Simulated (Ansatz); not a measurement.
# Sn2Pt (Fm-3m): from the cell to its phonons, part 2 of 2

Aim: the phonons of Sn2Pt (Fm-3m) at a cell relaxed beforehand at this level. After the zone centre comes a 4×4×4 q mesh on a 12×12×12 k mesh.

Ansatz 0.2.0; DFT PBEsol, scalar-relativistic, plane waves, PAW; PAW set soft_1.

So far. Step 2 (Zone-centre response): Before it was imposed, the acoustic sum rule was missed by 1.6e-4 eV/Å². Small misses are needed for a sound result but don't prove that mesh and cutoff are converged. The lowest optical mode is real, 131 cm⁻¹.

The database entry behind the starting cell differs from later determinations by our own check (0.1 to 0.3 % short, probably kX units), so it need not match the best structure at ambient conditions.

## Step 3: Phonons on a q mesh

Stability and thermal properties need the whole zone. Linear response on a 4×4×4 q mesh gives force constants as far as a supercell of that size would.

Input file input.yaml:

```yaml
crystal:
  lattice:
    - [0.0, 3.2270767534, 3.2270767534]
    - [3.2270767534, 0.0, 3.2270767534]
    - [3.2270767534, 3.2270767534, 0.0]
  atoms:
    - { symbol: Sn, position: [0.25, 0.25, 0.25] }
    - { symbol: Sn, position: [0.75, 0.75, 0.75] }
    - { symbol: Pt, position: [0.0, 0.0, 0.0] }
kpoints:
  mp_grid: { grid: [12, 12, 12] }
hamiltonian:
  xc: pbesol
  pseudopotentials: { kind: paw, azcp: { folder: soft_1 }, xc_functional: pbe }
scf:
  occupations: { method: methfessel_paxton, width: 0.2 }
output:
  eigenvalues: true
phonons:
  method: dfpt
  qmesh: [4, 4, 4]
  temperatures: { t_max: 1000, t_step: 50 }
  qpath:
    path:
      - [[0.0, 0.0, 0.0], [0.5, 0.0, 0.5], [0.625, 0.25, 0.625]]
      - [[0.375, 0.375, 0.75], [0.0, 0.0, 0.0], [0.5, 0.5, 0.5], [0.5, 0.25, 0.75], [0.5, 0.0, 0.5]]
    npoints: 10
```

Run with:

```sh
> ansatz run input.yaml --threads 4 --pin off --max-ram 10240MiB --backend cpu --events-out ev --progress --plain --runs-dir out
```

Numbers of over 12 decimals in the logs are rounded to 6 here.

The log of the run:

```text
Warning: phonons: the dynamical matrix that this run interpolates holds no multipole term above the dipole-dipole one, and a site of this crystal is no centre of inversion, so its interpolated transverse optical and acoustic branches and sound speeds can stay off near Gamma, and the density of states and the thermodynamics with them. What a run solves at a wave vector of phonons.qpoints, Gamma apart, where the deck admits one, is free of this, and under fd what a larger phonons.supercell samples
[...]
Crystal: 3 atoms, lattice volume = 67.214 Å³
Basis set: ecut = 420 eV, 1363 PW (Γ), exchange–correlation on 64×64×64 points (8 copies of the dense FFT grid, shifted against one another)
Bands: 28, of which v1, the nominal top of the filled ones, is band 23 counted from 1 (22 counted from 0)
Symmetry: 48 space group operations
k-points: 72 of 1728
[...]
SCF iter   1: F=—  HF=-24287.838648 eV  |F-HF|=—  |Δ(HF+E_count)|=         —  Δρ=8.99e-2  dr2=7.44e0  ethr=3.10e-3  ⟨swp⟩=5.8  Hψ=8347  notcnv=0
[...]
SCF iter  11: F=-24286.478439 eV  HF=-24286.478439 eV  |F-HF|=1.46e-11  |Δ(HF+E_count)|=  1.02e-10  S|Δr|=    0.00e0  Δρ=1.45e-7  dr2=7.90e-12  ethr=1.00e-12  ⟨swp⟩=6.2  Hψ=10763  notcnv=0
SCF 1 converged in 11 iterations: F = -24286.478439 eV  dr2 = 7.90e-12
[...]
iter 1 solved again at ethr=4.79e-8 eV; its pass at ethr=3.10e-3 eV (dr2=2.20e-5 eV) is discarded
SCF iter   1: F=—  HF=-24286.478436 eV  |F-HF|=—  |Δ(HF+E_count)|=         —  Δρ=3.67e-7  dr2=9.81e-11  ethr=4.79e-8  ⟨swp⟩=4.1  Hψ=14341  notcnv=0
eigensolver tolerance schedule: the retry pair's looser diagonalisation over-reported the residual by 224439.11 of it (diagonalisation noise at an unbounded share of the residual, at the tolerance the schedule requests for it); recorded, not acted on — ethr = c·dr2/N_el stays at c = 1.0e-1
[...]
SCF iter   2: F=—  HF=-24286.478439 eV  |F-HF|=—  |Δ(HF+E_count)|=   2.86e-6  S|Δr|=    0.00e0  Δρ=3.99e-7  dr2=1.34e-10  ethr=1.00e-12  ⟨swp⟩=3.5  Hψ=5354  notcnv=0
[...]
SCF iter   4: F=-24286.478439 eV  HF=-24286.478439 eV  |F-HF|=0.00e0  |Δ(HF+E_count)|=  1.46e-11  S|Δr|=    0.00e0  Δρ=9.25e-8  dr2=7.41e-12  ethr=1.00e-12  ⟨swp⟩=3.1  Hψ=4867  notcnv=0
SCF 2 converged in 4 iterations: F = -24286.478439 eV  dr2 = 7.41e-12
phonons: the bands overlap, so this run is a metal and interpolates without the dipole-dipole term. If the crystal is really an insulator or semiconductor, its LO-TO splitting is missing
NSCF: frozen V_eff on 72 k-points
WARN: eigensolver did not converge (k=6): 1 band(s) unlocked after 20 sweeps at ethr=1.49e-12 eV (storage-precision floor; scheduled 1.00e-12 eV) (lowest unlocked band 27, counted from 0; max residual 6.43e-5 eV among the unlocked bands, 6.43e-5 eV over every band; other slots of this pass that fall short are told together in one closing line; warning suppressed until the next SCF loop or pass starts)
[...]
DFPT response loops at q = (0, 0, 0) (fractional): preconditioner auto → Kerker (q_TF=auto, 2.561 Å⁻¹) (partly filled bands, converged f_vac=0.042); β = 1.00, the filter's whole step (`scf.mixing.beta` (0.50) is not read by the response loops under this deck's `scf.mixing.preconditioner`; to damp them name `kerker` or `kerker_dos`, under which they read `scf.mixing.beta`, and type it under 1.00, their step now; both keys bind the ground state too); Broyden in place of MSR1
[...]
SCF converged after 11 iterations
[...]
Free energy (F): -24286.478439 eV
[...]
Internal energy: -24286.477537 eV  (E = F + TS)
E sigma→0 (E₀):  -24286.478214 eV
Entropy (-TS):   -0.000902 eV (-0.301 meV/atom)
Fermi energy:    14.257541 eV
[...]
--- Band table (eV; the first three rows and the last of 72) ---
  k-point 0: bands = [... 19 lower, 10.6765, 11.2881, 16.6385, 16.6385, 16.6385, 16.9640, 16.9640, 16.9640, ... 1 higher]
  k-point 1: bands = [... 19 lower, 10.6570, 11.5766, 15.3596, 16.1334, 16.1334, 17.2494, 17.2494, 17.2728, ... 1 higher]
  k-point 2: bands = [... 19 lower, 10.6126, 12.0706, 14.0203, 15.4538, 15.4538, 16.9299, 17.2990, 17.2990, ... 1 higher]
  k-point 71: bands = [... 19 lower, 10.6002, 10.6002, 10.7924, 12.0571, 16.3952, 16.3952, 18.5237, 19.2631, ... 1 higher]
--- Phonons (Γ-DFPT): 2 representative perturbations + reference (Σ response iterations 6) ---
  ASR residual: 1.618e-4 → 0.000e0 eV/Å²; symmetrization residual: 2.651e-6 eV/Å²
  ASR residual per site (eV/Å²): 1.65e-5 1.65e-5 1.62e-4
  Γ frequencies (cm⁻¹): 0.00 0.00 0.00 130.77 130.77 130.77 139.08 139.08 139.08
--- Phonons (arbitrary-q DFPT): 8 irreducible q on the 4×4×4 mesh ---
  q = [0.0000, 0.0000, 0.0000] (star 1, of the zone-centre solve; hermiticity 7.87e-7, symmetrization 2.68e-12): -0.00 -0.00 0.00 130.77 130.77 130.77 139.08 139.08 139.08
  q = [0.0000, 0.0000, 0.2500] (star 8, 2 solved perturbations on 936 of 1728 k-point pairs; hermiticity 2.29e-6, symmetrization 3.39e-12): 34.80 34.80 73.98 123.93 125.21 125.21 145.67 145.67 150.58
[...]
q = [0.0000, 0.2500, 0.2500] (star 6, 4 solved perturbations in 1608 linear systems a pass and spin channel, the states on 510 of 1728 k-point pairs; hermiticity 6.72e-6, symmetrization 6.28e-13): 38.99 38.99 73.16 112.04 112.04 119.92 151.82 157.64 157.64
[...]
sum rule: each row above includes the acoustic sum rule's correction from the zone centre's row sums; it moved no ω² by more than (0.47 cm⁻¹)²
  mesh force constants: q→R imaginary residual 5.13e-18; ASR residual 1.618e-4 → 0.000e0 eV/Å²; symmetrization residual 4.441e-15 eV/Å²
  interpolated dispersion: 62 rows × 9 modes
  density of states and harmonic sums: on the 20×20×20 q-mesh, interpolated from the force constants of a 4×4×4 supercell (no non-analytic term)
  largest difference from the sums on the solved wave vectors: F 1.45e-2 eV, S 1.85e-5 and C_V 4.01e-6 eV/K
  zero-point energy: 0.061818 eV/cell   skipped modes (ω ≤ 0): 3   left out of the sums: 4.17e-5 of the cell's modes: C_V's classical limit lies that fraction below 3 k_B per atom; for a crystal, a wire or a layer, F and S can be off by more, and a phonons.interpolated_qmesh denser along its periods is the remedy for the sampling
```

The job ended after 9.9 min (4 threads of Intel Xeon Platinum 8488C (Sapphire Rapids), shared host; peak memory 6.1 GiB).

Numbers from this step:

```
sum-rule residual before enforcement                    : 1.62e-4 eV/Å²
lowest frequency on the path                            : 0 cm⁻¹
highest frequency on the path or at a solved wavevector : 179.9 cm⁻¹
mean frequency                                          : 110.8 cm⁻¹
Debye temperature (second moment)                       : 219 K
logarithmic mean frequency                              : 102.1 cm⁻¹
lowest mode on the q mesh (acoustic modes at Γ apart)   : 34.8 cm⁻¹
zero-point energy per atom                              : 20.61 meV
heat capacity at 300 K                                  : 24.29 J/(mol atoms K)
vibrational entropy at 300 K                            : 43.09 J/(mol atoms K)
```

Frequencies (cm⁻¹) solved at each irreducible wavevector; negative means imaginary. Frequencies by wavevector, by row:

| q in reciprocal lattice units | star | mode 1 | mode 2 | mode 3 | mode 4 | mode 5 | mode 6 | mode 7 | mode 8 | mode 9 |
| --- | --- | --- | --- | --- | --- | --- | --- | --- | --- | --- |
| 0 0 0 | 1 | 0 | 0 | 0 | 130.8 | 130.8 | 130.8 | 139.1 | 139.1 | 139.1 |
| 0 0 0.25 | 8 | 34.8 | 34.8 | 74 | 123.9 | 125.2 | 125.2 | 145.7 | 145.7 | 150.6 |
| 0 0 -0.5 | 4 | 50 | 50 | 87.8 | 120.3 | 120.3 | 137.8 | 145.8 | 145.8 | 150.6 |
| 0 0.25 0.25 | 6 | 39 | 39 | 73.2 | 112 | 112 | 119.9 | 151.8 | 157.6 | 157.6 |
| 0 0.25 -0.5 | 24 | 55.6 | 67 | 89.2 | 96 | 103.3 | 118.4 | 157 | 158.8 | 165.8 |
| 0 0.25 -0.25 | 12 | 55 | 56.8 | 83.1 | 100.7 | 121 | 140.3 | 143.4 | 144.7 | 161.8 |
| 0 -0.5 -0.5 | 3 | 66.6 | 66.6 | 79.5 | 86.2 | 86.2 | 98.6 | 167 | 167 | 179.9 |
| 0.25 -0.5 -0.25 | 6 | 80.7 | 80.7 | 80.7 | 83.2 | 85.1 | 138.1 | 138.1 | 166.8 | 168.6 |

Interpolated from a 4×4×4 q mesh. Phonon branches along the path, in cm⁻¹:

| point | branch 1 | branch 2 | branch 3 | branch 4 | branch 5 | branch 6 | branch 7 | branch 8 | branch 9 |
| --- | --- | --- | --- | --- | --- | --- | --- | --- | --- |
| Γ | 0 | 0 | 0 | 131 | 131 | 131 | 139 | 139 | 139 |
| halfway | 39 | 39 | 73 | 112 | 112 | 120 | 152 | 158 | 158 |
| X | 67 | 67 | 80 | 86 | 86 | 99 | 167 | 167 | 180 |
| halfway | 65 | 75 | 80 | 84 | 89 | 104 | 165 | 165 | 177 |
| U | 63 | 76 | 85 | 88 | 97 | 116 | 159 | 161 | 171 |
| jump to K | 63 | 76 | 85 | 88 | 97 | 116 | 159 | 161 | 171 |
| halfway | 44 | 46 | 75 | 111 | 132 | 133 | 138 | 146 | 157 |
| Γ | 0 | 0 | 0 | 131 | 131 | 131 | 139 | 139 | 139 |
| halfway | 35 | 35 | 74 | 124 | 125 | 125 | 146 | 146 | 151 |
| L | 50 | 50 | 88 | 120 | 120 | 138 | 146 | 146 | 151 |
| halfway | 59 | 63 | 91 | 98 | 106 | 138 | 140 | 158 | 163 |
| W | 81 | 81 | 81 | 83 | 85 | 138 | 138 | 167 | 169 |
| halfway | 72 | 75 | 80 | 86 | 86 | 111 | 160 | 167 | 175 |
| X | 67 | 67 | 80 | 86 | 86 | 99 | 167 | 167 | 180 |

The phonon branches as a text plot (rows in cm⁻¹):

```
    176 |         *******                                    ****
    169 |        ******* ***                            *********
    161 |      ***     **** ****                    *****     *
    154 |    ***           **   **          **********      **
    146 |  ****              ********    ***********       *
    139 |****                *************      ***********
    131 |******             *   ***********   **           *
    124 |  **              *   *  ***    *********          *
    116 |    ***         **  **  *                ***        *
    109 |      **       *   *   *                   ***       *
    101 |        *   ***   * ***                     ***       **
     94 |         ***   *****                        ****
     86 |        **************               *******  **********
     79 |       *   *******    *             *           ********
     71 |      *      *    *    *           *           *    ***
     64 |    **     *********    *         *          **        *
     56 |        ***        ***   **               ****
     49 |   *   *              **         *    *****
     41 |      *                **  *        **
     34 |  * **                  *       *  *
     26 |   *                     **       *
     19 | **                        **  ***
     11 | *                          *  *
      4 |*                            **
         Γ           X  U|K            Γ         L        W     X
```

Tetrahedra on a 20×20×20 mesh, mean over bins of 2 cm-1. Interpolated from a 4×4×4 q mesh. The phonon density of states by wavenumber; read off at these points:

| wavenumber (cm⁻¹) | phonon density of states (1/cm⁻¹/cell) |
| --- | --- |
| 1.0 | 1.0e-5 |
| 5.0 | 1.5e-4 |
| 11.0 | 0.0011 |
| 15.0 | 0.00215 |
| 21.0 | 0.00458 |
| 25.0 | 0.00675 |
| 31.0 | 0.0116 |
| 35.0 | 0.0161 |
| 39.0 | 0.0217 |
| 45.0 | 0.0342 |
| 49.0 | 0.0498 |
| 55.0 | 0.0657 |
| 59.0 | 0.0675 |
| 65.0 | 0.0612 |
| 69.0 | 0.0469 |
| 73.0 | 0.0382 |
| 79.0 | 0.0271 |
| 83.0 | 0.0570 |
| 89.0 | 0.165 |
| 93.0 | 0.0479 |
| 99.0 | 0.0504 |
| 103.0 | 0.0541 |
| 109.0 | 0.0587 |
| 113.0 | 0.0618 |
| 117.0 | 0.0653 |
| 119.0 | 0.0674 |
| 123.0 | 0.0605 |
| 127.0 | 0.0555 |
| 133.0 | 0.0615 |
| 137.0 | 0.0529 |
| 143.0 | 0.0987 |
| 147.0 | 0.0993 |
| 151.0 | 0.0889 |
| 157.0 | 0.104 |
| 161.0 | 0.116 |
| 165.0 | 0.130 |
| 167.0 | 0.0755 |
| 171.0 | 0.0234 |
| 177.0 | 0.00802 |
| 181.0 | 0 |

The partial phonon density of states has structure finer than the step of the table below, so its rows give means over 10 cm⁻¹, whole bins alone (the curve runs from -10 to 195 cm⁻¹). Peaks (cm⁻¹: height): Pt 59.5: 0.0434, 87.8: 0.0875; Sn 53.1: 0.0245, 163.8: 0.106.

Phonopy on the run's constants, 15x15x15 mesh, Gaussian sigma 2.0 cm-1. Interpolated from a 4×4×4 q mesh. Partial phonon density of states against wavenumber; means over each step; values in 1/cm⁻¹/cell:

| wavenumber (cm⁻¹) | Pt | Sn |
| --- | --- | --- |
| 0 | 4.1e-5 | 5.3e-5 |
| 10 | 4.5e-4 | 5.3e-4 |
| 20 | 0.00206 | 0.00232 |
| 30 | 0.00554 | 0.00569 |
| 40 | 0.0131 | 0.0114 |
| 50 | 0.0319 | 0.0208 |
| 60 | 0.0423 | 0.0225 |
| 70 | 0.0308 | 0.0152 |
| 80 | 0.0280 | 0.0209 |
| 90 | 0.0560 | 0.0420 |
| 100 | 0.00983 | 0.0415 |
| 110 | 0.0114 | 0.0478 |
| 120 | 0.0122 | 0.0506 |
| 130 | 0.0108 | 0.0455 |
| 140 | 0.0121 | 0.0524 |
| 150 | 0.0158 | 0.0769 |
| 160 | 0.0142 | 0.0970 |
| 170 | 0.00341 | 0.0431 |
| 180 | 4.3e-5 | 0.00405 |

Harmonic thermodynamic functions per atom, from the density of states. Interpolated from a 4×4×4 q mesh. Thermodynamic functions, by row:

| T (K) | F_vib (meV/atom) | S (J/mol-atom/K) | C_V (J/mol-atom/K) |
| --- | --- | --- | --- |
| 0 | 20.61 | 0 | 0 |
| 50 | 19.47 | 6.779 | 11.95 |
| 100 | 12.93 | 18.08 | 19.98 |
| 200 | -14.43 | 33.37 | 23.52 |
| 300 | -54.37 | 43.09 | 24.29 |
| 400 | -102.8 | 50.12 | 24.57 |
| 500 | -157.7 | 55.62 | 24.7 |
| 600 | -217.8 | 60.13 | 24.78 |
| 700 | -282.1 | 63.95 | 24.82 |
| 800 | -350.2 | 67.27 | 24.85 |
| 900 | -421.4 | 70.2 | 24.87 |
| 1000 | -495.6 | 72.82 | 24.88 |

Harmonic mean-square displacement, third of the trace. Interpolated from a 4×4×4 q mesh. Mean square displacements, by row:

| T (K) | Sn1 U_eq (Å²) | Sn2 U_eq (Å²) | Pt3 U_eq (Å²) |
| --- | --- | --- | --- |
| 0 | 0.00136 | 0.00136 | 0.00118 |
| 100 | 0.00278 | 0.00278 | 0.003 |
| 300 | 0.00749 | 0.00749 | 0.00846 |
| 600 | 0.01481 | 0.01481 | 0.01681 |

Symmetry leaves 8 wavevectors to solve. The lowest mode among them, the acoustic zeros apart, lies at q = (0, 0, 0.25) and is real, 34.8 cm⁻¹.

## Step 4: Isotope substitution

An isotope changes the mass and not the force constants, so no new electronic calculation is needed; the shifts show which modes move this element.

The same force constants with the mass of Sn changed from 118.710 to 123.905 u (phonopy, no LO-TO term). Both lists are sorted by frequency; levels can cross, so a row need not hold one and the same mode. Modes under 3 cm⁻¹ are left out. Isotope shifts, by row:

| q | rank | natural mass (cm⁻¹) | changed mass (cm⁻¹) |
| --- | --- | --- | --- |
| 0 0 0 | 4 | 130.8 | 129.5 |
| 0 0 0 | 5 | 130.8 | 129.5 |
| 0 0 0 | 6 | 130.8 | 129.5 |
| 0 0 0 | 7 | 139.1 | 136.1 |
| 0 0 0 | 8 | 139.1 | 136.1 |
| 0 0 0 | 9 | 139.1 | 136.1 |
| 0 0 0.25 | 1 | 34.8 | 34.46 |
| 0 0 0.25 | 2 | 34.8 | 34.46 |
| 0 0 0.25 | 3 | 73.98 | 73.51 |
| 0 0 0.25 | 4 | 123.9 | 121.8 |
| 0 0 0.25 | 5 | 125.2 | 123.3 |
| 0 0 0.25 | 6 | 125.2 | 123.3 |
| 0 0 0.25 | 7 | 145.7 | 143.2 |
| 0 0 0.25 | 8 | 145.7 | 143.2 |
| 0 0 0.25 | 9 | 150.6 | 147.8 |
| 0 0 -0.5 | 1 | 49.95 | 49.6 |
| 0 0 -0.5 | 2 | 49.95 | 49.6 |
| 0 0 -0.5 | 3 | 87.77 | 87.66 |
| 0 0 -0.5 | 4 | 120.3 | 117.8 |
| 0 0 -0.5 | 5 | 120.3 | 117.8 |
| 0 0 -0.5 | 6 | 137.8 | 135 |
| 0 0 -0.5 | 7 | 145.8 | 143.7 |
| 0 0 -0.5 | 8 | 145.8 | 143.7 |
| 0 0 -0.5 | 9 | 150.6 | 147.4 |
| 0 0.25 0.25 | 1 | 38.99 | 38.56 |
| 0 0.25 0.25 | 2 | 38.99 | 38.56 |
| 0 0.25 0.25 | 3 | 73.16 | 72.86 |
| 0 0.25 0.25 | 4 | 112 | 110.5 |
| 0 0.25 0.25 | 5 | 112 | 110.5 |
| 0 0.25 0.25 | 6 | 119.9 | 117.4 |
| 0 0.25 0.25 | 7 | 151.8 | 149.2 |
| 0 0.25 0.25 | 8 | 157.6 | 154.9 |
| 0 0.25 0.25 | 9 | 157.6 | 154.9 |

A mode of this element alone would shift by -2.12 %. The highest zone-centre frequency without the field goes from 139.1 to 136.1 cm⁻¹ (-2.1 %). The product of the frequency ratios over all optical modes at Γ is 0.911; the product rule, (m/m′)^(3k/2) (M′/M)^(3/2) with k = 2 such atoms and M the mass of the cell, gives 0.911.

## Step 5: What came out

| Property | Result |
| --- | --- |
| space group (within 0.01 Å) | Fm-3m |
| volume per atom | 22.4 Å³ |
| electronic character | no gap on this mesh |
| highest optical mode at the zone centre (no LO-TO term) | 139 cm⁻¹ |
| lowest optical zone-centre mode | 131 cm⁻¹ |
| lowest mode on the q mesh (acoustic modes at Γ apart) | 34.8 cm⁻¹ |
| highest frequency on the path or at a solved wavevector | 180 cm⁻¹ |
| zero-point energy per atom | 20.6 meV |
| heat capacity at 300 K | 24.3 J/(mol atoms K) |
| vibrational entropy at 300 K | 43.1 J/(mol atoms K) |
| Debye temperature (second moment) | 219 K |
| imaginary modes on the 4×4×4 q mesh | none |

What this shows: The structure is a minimum as far as tested: no mode is imaginary at the 8 irreducible wavevectors of the 4×4×4 mesh, and the softest away from the acoustic zeros lies at 35 cm⁻¹. The optical modes at Γ span 131 to 139 cm⁻¹. The highest mode in this list at Γ, 139.1 cm⁻¹, is mostly motion of Sn (100 % of the kinetic energy). With no gap, or one that is small against the smearing, the frequencies hang on the k mesh and the smearing, most of all near Kohn anomalies. Spin-orbit coupling is left out, which can matter for the heavy elements here. The PAW files were made for PBE and serve the other functionals too. A phonon run warned that its eigensolver left some bands unconverged in a pass. These are harmonic frequencies at zero temperature: anharmonic shifts, linewidths and thermal expansion are left out.

[Logs are printed without paths, hosts, clocks, repeated set-up lines and the standing remarks that a program may print on its own settings, such as how far it seeks lower states.]

[Hosts, paths, dates, database ids (printed as entryN), source tags and the programs' standing remarks are cut or masked in the printed files.]
